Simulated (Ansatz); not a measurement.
# Fe wire along [111], 14 atoms a period: bands along the axis, part 2 of 2

Aim: is the Fe wire along [111], 14 atoms a period a metal or a semiconductor?

Ansatz 0.2.0; DFT PBE, plane waves, PAW; relaxation of a wire's period; PAW set soft_1 (the session's first sound run).

So far: Starting point; The relaxed wire.

**2. The relaxed wire (continued)**

The steps of the relaxation:

```tsv
step	energy less that of the first step (eV)	largest force component (eV/Å)	pressure (GPa)	volume (Å³)
1	0.0000	0.4404	-0.86	467.13
2	-0.0923	0.2003	-0.31	466.65
3	-0.1245	0.0484	0.06	467.25
4	-0.1251	0.0074	-0.02	467.44
5*	-0.1252	0.0074	-0.02	467.44
```

Relaxation steps marked * repeat the geometry before them on a plane-wave basis chosen anew for their cell, so energy and pressure can jump there.

Forces are held to the 2 operations that the run works with; a distortion that breaks them can't arise in this run.

```tsv
cell as run	before	after	change
c (Å)	2.451	2.452	+0.1 %
```

The atoms that moved most (Å, along periodic axes as changes of fractional coordinates times the final cell, across vacuum about the mean position):

```tsv
atom	dx	dy	dz	length
Fe7	-0.039	-0.024	0.098	0.108
Fe4	0.039	0.024	-0.098	0.108
Fe13	0.063	-0.039	0.060	0.096
Fe12	-0.063	0.039	-0.060	0.096
Fe2	-0.007	0.073	0.060	0.095
Fe10	0.007	-0.073	-0.060	0.095
Fe11	0.020	0.010	0.032	0.039
Fe1	-0.020	-0.010	-0.032	0.039
```

Numbers from this step:

| Property | Result |
| --- | --- |
| energy at zero smearing | -62715.3007 eV |
| total moment | 38.01 μB |
| absolute moment | 39.20 μB |
| cell length along the wire | 2.452 Å |

Site moment by atom:

```tsv
atom	site moment (μB)
Fe1	2.41
Fe2	2.73
Fe3	2.68
Fe4	2.70
Fe5	2.46
Fe6	2.46
Fe7	2.70
Fe8	2.68
Fe9	2.68
Fe10	2.73
Fe11	2.41
Fe12	2.73
Fe13	2.73
Fe14	2.68
```

The cell's length comes to 2.452 Å with an absolute moment of 39.20 μB a cell.

**3. The wire at its relaxed period**

This step: DFT PBE, plane waves, PAW; bands of a perfect wire; PAW set soft_1 (Ansatz 0.2.0).

At the relaxed period the bands are computed along the axis; those that cross an energy going forward count the channels that a perfect wire would open there.

input.yaml reads:

```yaml
crystal:
  lattice:
    - [12.803, 0.0, 0.0]
    - [0.0, 14.887, 0.0]
    - [0.0, 0.0, 2.4524710377]
  atoms:
    - { symbol: Fe, position: [0.420316722, 0.460516189, 0.987029137], spin: 2.41 }
    - { symbol: Fe, position: [0.577578723, 0.233301801, 0.024291882], spin: 2.73 }
    - { symbol: Fe, position: [0.735976565, 0.461693766, 0.007633568], spin: 2.68 }
    - { symbol: Fe, position: [0.268629659, 0.385211011, 0.293520895], spin: 2.7 }
    - { symbol: Fe, position: [0.422833981, 0.615240119, 0.333258931], spin: 2.46 }
    - { symbol: Fe, position: [0.577192308, 0.384786658, 0.333407736], spin: 2.46 }
    - { symbol: Fe, position: [0.73139663, 0.614815767, 0.373145772], spin: 2.7 }
    - { symbol: Fe, position: [0.264049724, 0.538333011, 0.659033099], spin: 2.68 }
    - { symbol: Fe, position: [0.420278908, 0.305137341, 0.659242447], spin: 2.68 }
    - { symbol: Fe, position: [0.422447566, 0.766724977, 0.642374785], spin: 2.73 }
    - { symbol: Fe, position: [0.579709567, 0.539510588, 0.679637529], spin: 2.41 }
    - { symbol: Fe, position: [0.729506937, 0.308628478, 0.642126479], spin: 2.73 }
    - { symbol: Fe, position: [0.270519352, 0.691398299, 0.024540188], spin: 2.73 }
    - { symbol: Fe, position: [0.579747381, 0.694889437, 0.00742422], spin: 2.68 }
magnetization:
  spin_polarized: true
kpoints:
  mp_grid: { grid: [1, 1, 33] }
  band_path: { path: ["Γ", Z], npoints: 90 }
scf:
  occupations: { method: fermi_dirac, width: 0.05 }
hamiltonian:
  xc: pbe
  pseudopotentials: { kind: paw, azcp: { folder: soft_1 } }
output:
  dos: { e_range: [-5, 4] }
  write_potential: true
  write_density: true
  volumetric_format: npy
```

The run is started by

```
$ ansatz run input.yaml --threads 4 --pin off --max-ram 16384MiB --backend cpu --events-out ev --progress --plain --runs-dir out
```

Numbers of over 12 decimals in the logs are rounded to 6 here.

The program printed:

```text
[...]
Crystal: 14 atoms, lattice volume = 467.437 Å³
Basis set: ecut = 420 eV, 9051 PW (Γ)
Bands: 157, of which v1, the nominal top of the filled ones, is band 112 counted from 1 (111 counted from 0)
Symmetry: 2 space group operations
[...]
k-points: 17 of 33
[...]
Starting moments: Σ|m| = 36.78 μB on 14 of 14 sites
[...]
SCF iter   1: F=—  HF=-62711.093601 eV  |F-HF|=—  |Δ(HF+E_count)|=         —  Δρ=4.45e-2 (↑2.11e-2 ↓4.45e-2)  dr2=4.41e1  dr2_m=3.33e0  M=37.873 μB ∫|m|=38.161 μB  β_m=0.30  ethr=3.10e-3  ⟨swp⟩=7.9  Hψ=24307  notcnv=0  defer=362
[...]
SCF iter  16: F=-62715.357417 eV  HF=-62715.357417 eV  |F-HF|=5.30e-9  |Δ(HF+E_count)|=   8.40e-9  Δρ=7.14e-7 (↑4.43e-7 ↓7.14e-7)  dr2=7.47e-9  dr2_m=5.21e-10  M=38.006 μB ∫|m|=39.197 μB  ethr=6.18e-12  ⟨swp⟩=12.5  Hψ=25842  notcnv=0
SCF 1 converged in 16 iterations: F = -62715.357417 eV  dr2 = 7.47e-9
[...]
WARN: The output density's exchange-correlation potential varies sharply where the density is thin. Do not read a vacuum level from v_tot or v_xc, or from such a field of the output density. On a cell that repeats whose density bears no net charge and no dipole along the vacuum's axis use v_es (v_loc + v_h of the components); under efield.dipole_correction with no amplitude use v_es + v_field, which holds any externa [...]
NSCF: frozen V_eff on 91 k-points
SCF converged after 16 iterations
Magnetization: 38.0060 μB (131.0030 up, 92.9970 down)
Absolute magnetization: 39.1990 μB (∫|ρ↑−ρ↓|, with the PAW one-centre terms)
[...]
Per-site moments (μB) at R_I (Å): [(2.407078, 0.975573), (2.727890, 0.981409), (2.682229, 1.009727), (2.697516, 0.975573), (2.462309, 0.981409), (2.462309, 0.981409), (2.697516, 0.975573), (2.682229, 1.009727), (2.680966, 1.010006), (2.727890, 0.981409), (2.407078, 0.975573), (2.728081, 0.981498), (2.728081, 0.981498), (2.680966, 1.010006)]
Free energy (F): -62715.357417 eV
[...]
Internal energy: -62715.244030 eV  (E = F + TS)
E sigma→0 (E₀):  -62715.300723 eV
Entropy (-TS):   -0.113388 eV (-8.099 meV/atom)
Fermi energy:    3.751200 eV
[...]
--- Band table (eV; the first three rows and the last of 34) ---
  k-point 0 ↑: bands = [... 108 lower, 2.3534, 2.3645, 2.4082, 2.4319, 2.4407, 2.4555, 2.4912, 2.5416, ... 41 higher]
  k-point 1 ↑: bands = [... 108 lower, 2.3365, 2.3813, 2.3928, 2.4230, 2.4361, 2.4647, 2.4698, 2.5425, ... 41 higher]
  k-point 2 ↑: bands = [... 108 lower, 2.2766, 2.3349, 2.3577, 2.3960, 2.4260, 2.4392, 2.4805, 2.5450, ... 41 higher]
  k-point 16 ↓: bands = [... 108 lower, 5.2771, 5.2954, 5.3415, 5.4498, 5.4854, 5.5805, 5.5981, 5.6815, ... 41 higher]
```

Elapsed: 2.1 min, on 4 threads of Intel Xeon 6975P-C (Granite Rapids), shared host; peak memory 5.9 GiB; 8.2 min of CPU time.

In the SCF lines HF is the Harris–Foulkes energy and dr2 the Hartree energy of the density residual, in eV; the loop may stop once dr2 is under the threshold and the program's other checks hold. Hψ counts applications of the Hamiltonian.

This step gave:

```yaml
band_gap: 0 eV
```

Between Γ and Z the bands cross the Fermi level 20 times, so a perfect wire would conduct at least 10 G₀, with an absolute moment of 39.20 μB a cell.

**4. Outcome**

```
cell length, PBE                                            : 2.452 Å
absolute moment, PBE                                        : 39.2 μB
ballistic conductance by band crossings, a lower bound, PBE : 10 G₀
```

In words: Under PBE the cell's length is 2.45 Å, the absolute moment is 39.20 μB a cell, and the bands cross the Fermi level 20 times between Γ and Z, which gives a perfect wire at least 10 G₀ (opposite crossings within one step of the path cancel in such a count). In the perfect wire the moments were started parallel, and no opposed start was run. No search over magnetic orders was made; another may lie lower.

[Logs are printed without paths, hosts, clocks, repeated set-up lines and the standing remarks that a program may print on its own settings, such as how far it seeks lower states.]

[Hosts, paths, dates, database ids (printed as entryN), source tags and the programs' standing remarks are cut or masked in the printed files.]
